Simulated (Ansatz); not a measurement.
Reflectivity of Li (Im-3m) at normal incidence (Ansatz, LDA, independent particles, without spin-orbit coupling, line width 0.15 eV (Gaussian), carrier damping 0.05 eV):

```csv
E (eV),R (%)
1.00,98.4
1.25,98.4
1.50,98.4
1.75,98.3
2.00,98.3
2.25,98.2
2.50,98.1
2.75,97.6
3.00,95.8
3.25,87.8
3.50,67.8
3.75,51.5
4.00,45.1
4.25,42.5
4.50,41.2
4.75,40.9
5.00,41.1
```

Question: What colour would a polished face show in daylight?

Answer: Near white: CIE x = 0.313, y = 0.330, luminous reflectivity 98 % under D65, from the mean over the axes.

[Logs are printed without paths, hosts, clocks, repeated set-up lines and the standing remarks that a program may print on its own settings, such as how far it seeks lower states.]
